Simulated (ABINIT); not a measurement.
# SrMg2Bi2 (P-3m1): G0W0 with ABINIT, start to end, part 3 of 3

How does a plane-wave GW calculation on SrMg2Bi2 (P-3m1) run from the first input to the gap?

ABINIT 10.8.3; PBEsol and many-body steps on it, plane waves. Known limits of the many-body steps: not at the basis limit; model gap, bands may invert with spin-orbit coupling; screening runs away on this mesh; no spin-orbit coupling; coarse k mesh.

So far. Step 3 (Bands along the symmetry lines): The gap is 0.409 eV, as in the run before at this level. Step 4 (Empty states on the mesh, 3×3×1 mesh, 158 bands): On this mesh the gap is 0.409 eV.

**5. Screening, 3×3×1 mesh, 144 bands, screening to 106.1 eV**

The RPA dielectric matrix is built and inverted for each q.

This step: RPA screening on PBEsol, plane waves, norm-conserving pseudopotentials.

run.abi

```
acell 3*1.0 Angstrom
rprim 
  4.829713290037 -0.000000000009 0.000000000000
  -2.414856645011 4.182654402172 0.000000000000
  0.000000000000 0.000000000000 7.982888130000
ntypat 3
znucl 38 12 83
natom 5
typat 1 2 2 3 3
xred 
  0.000000000000 0.000000000000 0.000000000000
  0.666666666667 0.333333333333 0.375044160000
  0.333333333333 0.666666666667 0.624955840000
  0.666666666667 0.333333333333 0.746734860000
  0.333333333333 0.666666666667 0.253265140000
pp_dirpath "pseudos"
pseudos "Sr.upf, Mg.upf, Bi.upf"
ecut 38
ngkpt 3 3 1
nshiftk 1
shiftk 0 0 0
kptopt 1
chksymbreak 0
istwfk *1
occopt 1
irdwfk 1
optdriver 3
nband 144
ecuteps 3.9
inclvkb 2
awtr 1
symchi 1
indata_prefix "in"
outdata_prefix "out"
tmpdata_prefix "tmp"
```

Command:

```
$ OMP_NUM_THREADS=1 mpirun -n 8 abinit run.abi > log
```

Numbers of over 12 decimals in the logs are rounded to 6 here.

The log of the run:

```text
.Version 10.8.3 of ABINIT. v10.8.2 released Aug 2026.

 Symmetries : space group P-3 m 1 (#164); Bravais hP (primitive hexag.)
[... echo of the input left out ...]
== DATASET  1 ==================================================================
-   mpi_nproc: 8, omp_nthreads: 1 (-1 if OMP is not activated)

--- !DatasetInfo
iteration_state: {dtset: 1, }
dimensions: {natom: 5, nkpt: 3, mband: 144, nsppol: 1, nspinor: 1, nspden: 1, mpw: 12209, }
cutoff_energies: {ecut:  38.0, pawecutdg:  -1.0, }
electrons: {nelect:   7.60000000E+01, charge:   0.00000000E+00, occopt:   1.00000000E+00, tsmear:   1.00000000E-02, }

 SCREENING: Calculation of the susceptibility and dielectric matrices

 Based on a program developped by R.W. Godby, V. Olevano, G. Onida, and L. Reining.
 Incorporated in ABINIT by V. Olevano, G.-M. Rignanese, and M. Torrent.
.Using double precision arithmetic ; gwpc =  8

[... cell and pseudopotentials left out ...]
--------------------------------------------------------------------------------

 ==== K-mesh for the wavefunctions ====
 Number of points in the irreducible wedge :     3
[... list of points left out ...]
 Together with 12 symmetry operations and time-reversal symmetry
 yields     9 points in the full Brillouin Zone.

 ==== Q-mesh for the screening function ====
 Number of points in the irreducible wedge :     3
[... list of points left out ...]
 Together with 12 symmetry operations and time-reversal symmetry
 yields     9 points in the full Brillouin Zone.

 setmesh: FFT mesh size selected  =    30x   30x   60
          total number of points  =        54000

 vcoul_init : cutoff-mode = AUXILIARY_FUNCTION
 q-points for optical limit:   1
     1)      0.000010    0.000020    0.000030

- screening: taking advantage of time-reversal symmetry
- Maximum band index for partially occupied states nbvw = 38
- Remaining bands to be divided among processors   nbcw = 106
- Number of bands treated by each node ~13

 Number of electrons calculated from density =   76.0000; Expected =   76.0000
 average of density, n =  0.069837
 r_s =    1.5064
 omega_plasma =   25.4916 [eV]

 calculating chi0 at frequencies [eV] :
  1    0.000000E+00    0.000000E+00
  2    0.000000E+00    2.549162E+01

--------------------------------------------------------------------------------
  q-point number  1        q = ( 0.000000, 0.000000, 0.000000) [r.l.u.]
--------------------------------------------------------------------------------
[... chi0 elements left out ...]
 For q-point:  0.000010 0.000020 0.000030
  dielectric constant = 331.8479
  dielectric constant without local fields = 366.8328

  Average fulfillment of the sum rule on Im[epsilon] for q-point    1 :     49.96  [%]
[... wings left out ...]
  q-point number  2        q = ( 0.333333, 0.000000, 0.000000) [r.l.u.]
--------------------------------------------------------------------------------
[... chi0 elements left out ...]
  Average fulfillment of the sum rule on Im[epsilon] for q-point    2 :     54.28  [%]

 [... 1 further q-points ...]
```

Run time: 24 s. Hardware: 8 MPI ranks of Arm Neoverse V1, shared host; peak memory 2.4 GiB; 3.1 min of CPU time.

Numbers from this step:

- ε∞ with local fields, on this mesh, along the program's q direction: 331.8
- the same without local fields: 366.8
- plasma frequency: 25.49 eV
- plane waves in the screening matrix: 391

Local fields lower ε∞ by 10 %. The value itself is an artefact of the mesh, where one narrow direct gap carries too much weight.

**6. Self-energy, 3×3×1 mesh, 144 bands, screening to 106.1 eV**

The self-energy is evaluated for the states that the input lists, and the levels follow from it, in one-shot runs by the linearised quasiparticle equation.

This step: G0W0 on PBEsol, plane waves, norm-conserving pseudopotentials.

Edit run.abi of step 5 so:

```diff
@@ -26,8 +26,15 @@
 irdwfk 1
-optdriver 3
+optdriver 4
 nband 144
+gwcalctyp 0
+ecutsigx 38
+symsigma 1
+nkptgw 1
+kptgw 
+  0.0000000000 0.0000000000 0.0000000000
+bdgw 
+  37 40
 ecuteps 3.9
-inclvkb 2
-awtr 1
-symchi 1
+irdscr 1
+ppmodel 1
 indata_prefix "in"
```

The log of the run:

```text
.Version 10.8.3 of ABINIT. v10.8.2 released Aug 2026.

 Symmetries : space group P-3 m 1 (#164); Bravais hP (primitive hexag.)
[... echo of the input left out ...]
== DATASET  1 ==================================================================
-   mpi_nproc: 8, omp_nthreads: 1 (-1 if OMP is not activated)

--- !DatasetInfo
iteration_state: {dtset: 1, }
dimensions: {natom: 5, nkpt: 3, mband: 144, nsppol: 1, nspinor: 1, nspden: 1, mpw: 12209, }
cutoff_energies: {ecut:  38.0, pawecutdg:  -1.0, }
electrons: {nelect:   7.60000000E+01, charge:   0.00000000E+00, occopt:   1.00000000E+00, tsmear:   1.00000000E-02, }

 SIGMA: Calculation of the GW corrections

 Based on a program developped by R.W. Godby, V. Olevano, G. Onida, and L. Reining.
 Incorporated in ABINIT by V. Olevano, G.-M. Rignanese, and M. Torrent.
.Using double precision arithmetic ; gwpc =  8

[... cell and pseudopotentials left out ...]
--------------------------------------------------------------------------------

 ==== K-mesh for the wavefunctions ====
 Number of points in the irreducible wedge :     3
[... list of points left out ...]
 Together with 12 symmetry operations and time-reversal symmetry
 yields     9 points in the full Brillouin Zone.

 ==== Q-mesh for screening function ====
 Number of points in the irreducible wedge :     3
[... list of points left out ...]
 Together with 12 symmetry operations and time-reversal symmetry
 yields     9 points in the full Brillouin Zone.

 vcoul_init : cutoff-mode = AUXILIARY_FUNCTION
 q-points for optical limit:   1
     1)      0.000010    0.000020    0.000030
 setmesh: FFT mesh size selected  =    45x   45x   90
          total number of points  =       182250

 Number of electrons calculated from density =   76.0000; Expected =   76.0000
 average of density, n =  0.069837
 r_s =    1.5064
 omega_plasma =   25.4916 [eV]

 === KS Band Gaps ===
  >>>> For spin  1
   Minimum direct gap =   0.4088 [eV], located at k-point      :   0.0000  0.0000  0.0000
   Fundamental gap    =   0.4088 [eV], Top of valence bands at :   0.0000  0.0000  0.0000
                                       Bottom of conduction at :   0.0000  0.0000  0.0000
 SIGMA fundamental parameters:
 PLASMON POLE MODEL  1
 number of plane-waves for SigmaX                12209
 number of plane-waves for SigmaC and W            391
 number of plane-waves for wavefunctions         12209
 number of bands                                   144
 number of independent spin polarizations            1
 number of spinorial components                      1
 number of k-points in IBZ                           3
 number of q-points in IBZ                           3
 number of symmetry operations                      12
 number of k-points in BZ                            9
 number of q-points in BZ                            9
 number of frequencies for dSigma/dE                 9
 frequency step for dSigma/dE [eV]                0.25
 number of omega for Sigma on real axis              0
 max omega for Sigma on real axis  [eV]           0.00
 zcut for avoiding poles [eV]                     0.10

 EPSILON^-1 parameters (SCR file):
 dimension of the eps^-1 matrix on file            391
 dimension of the eps^-1 matrix used               391
 number of plane-waves for wavefunctions         12209
 number of bands                                   144
 number of q-points in IBZ                           3
 number of frequencies                               2
 number of real frequencies                          1
 number of imag frequencies                          1

 matrix elements of self-energy operator (all in [eV])

 Perturbative Calculation

--- !SelfEnergy_ee
iteration_state: {dtset: 1, }
kpoint     : [   0.000,    0.000,    0.000, ]
spin       : 1
KS_gap     :    0.409
QP_gap     :    0.865
Delta_QP_KS:    0.456
data: !SigmaeeData |
     Band     E0 <VxcDFT>   SigX SigC(E0)      Z dSigC/dE  Sig(E)    E-E0       E
       37   5.769 -11.553 -12.918   1.358   0.792  -0.263 -11.559  -0.006   5.763
       38   5.769 -11.553 -12.918   1.358   0.792  -0.263 -11.559  -0.006   5.763
       39   6.177 -10.139  -6.403  -3.171   0.798  -0.254  -9.689   0.451   6.628
       40   6.695  -9.556  -5.895  -3.297   0.793  -0.261  -9.267   0.289   6.984

== END DATASET(S) ==============================================================
================================================================================

 -outvars: echo values of variables after computation  --------
           etotal      0.0000000000E+00
            nband         144
             nkpt           3
          spgroup         164
 [... the other variables as echoed above ...]

 Calculation completed.
```

It took 6.7 s on 8 MPI ranks; peak memory 1.7 GiB.

This step gave:

| Quantity | Value |
| --- | --- |
| G0W0 gap on the points computed | 0.8650 eV |
| starting gap on the mesh | 0.4087 eV |
| k of the valence top | 0, 0, 0 |
| k of the conduction bottom | 0, 0, 0 |
| Z at the valence top | 0.792 |
| Z at the conduction bottom | 0.798 |
| least direct G0W0 gap on the computed points | 0.8650 eV |

The gap on the mesh goes from 0.41 eV to 0.87 eV, a correction of +0.46 eV.

Limits: finite bands, cutoff and mesh; model gap, bands may invert with spin-orbit coupling; no spin-orbit coupling; coarse k mesh. v1 is the top filled band, c1 the lowest empty one. The levels before and after the correction (eV, zero at the valence-band top of each column):

|  | conduction bottom | valence top |
| --- | --- | --- |
| Kohn-Sham | 0.41 | 0.00 |
| G0W0 | 0.86 | 0.00 |

|  | level | energy (eV) |
| --- | --- | --- |
| Kohn-Sham | Γ v2-v1 | 0.000 |
| Kohn-Sham | Γ c1 | 0.409 |
| Kohn-Sham | Γ c2 | 0.926 |
| G0W0 | Γ v2-v1 | 0.000 |
| G0W0 | Γ c1 | 0.865 |
| G0W0 | Γ c2 | 1.221 |

**7. Where the time went**

Times are wall times on 8 MPI ranks of Arm Neoverse V1, shared host, good to a factor of about two.

| step | time | share | memory (GiB) |
| --- | --- | --- | --- |
| ground state | 93 s | 28 % | 1.1 |
| bands along the symmetry lines | 2.2 min | 40 % | 1.3 |
| empty states on the mesh | 76 s | 23 % | 0.81 |
| screening | 24 s | 7 % | 2.4 |
| self-energy | 6.7 s | 2 % | 1.7 |

**8. What came out**

```json
{"PBEsol gap": "0.41 eV, direct", "G0W0 gap on the mesh": "0.87 eV", "GW settings": "3×3×1 mesh, 144 bands, screening to 106.1 eV, Godby-Needs plasmon pole", "known limits": "not at the basis limit; model gap, bands may invert with spin-orbit coupling; screening runs away on this mesh; no spin-orbit coupling; coarse k mesh"}
```

G0W0 moves the gap on the mesh from 0.41 eV to 0.87 eV (+0.46 eV), with Z of 0.79 and 0.80 at the edges. Local fields lower the RPA ε∞ on this mesh from 366.83 to 331.85; a Γ-centred mesh this coarse tends to raise both, most where the direct gap is narrow, while a short band sum lowers them. Only 1 of the mesh's irreducible points was corrected, so a valley elsewhere could overtake. Bands and cutoff are finite, so the gap is not at the basis limit. The miss can reach some tenths of an eV and take either sign; the mesh is an error of its own. In the G0W0 run levels were corrected at 1 k point alone, so a gap called «on the mesh» is the least over those, and an edge elsewhere would be missed. The 3×3×1 mesh is coarse for this cell, which bears on the long-range parts of exchange and screening. Where an edge is built on 6p states of lead, bismuth or thallium, scalar-relativistic gaps usually stand too wide, by a few tenths to over one eV. With atoms this heavy and so narrow a gap, spin-orbit coupling can invert the bands. These scalar-relativistic gaps are then model values, not to be set against experiment, and a spin-orbit change taken from DFT can't simply be added. On this mesh the RPA ε∞ passes 90, more than nearly any semiconductor shows; a coarse mesh does this where one point with a narrow direct gap carries much weight. The screening is then too strong, and the G0W0 gap should not be taken as the material's.

[Paths, hosts, dates, memory and timing lines, banners, echoed tables and standing remarks are left out of the program output.]

[Logs are printed without paths, hosts, clocks, repeated set-up lines and the standing remarks that a program may print on its own settings, such as how far it seeks lower states.]

[Runs of the session that timed out or met a known fault of the program may be left out.]

[Hosts, paths, dates, database ids (printed as entryN), source tags and the programs' standing remarks are cut or masked in the printed files.]

[G0W0 gaps are taken among the corrected bands and points alone; a level outside them can change the order at an edge.]

[Where Ansatz stands beside ABINIT at settings called matched, ABINIT's density can come from a denser mesh and the files from another edition; pairs whose starting gaps differed by over 0.03 eV were left out, so agreement reads better than it is.]
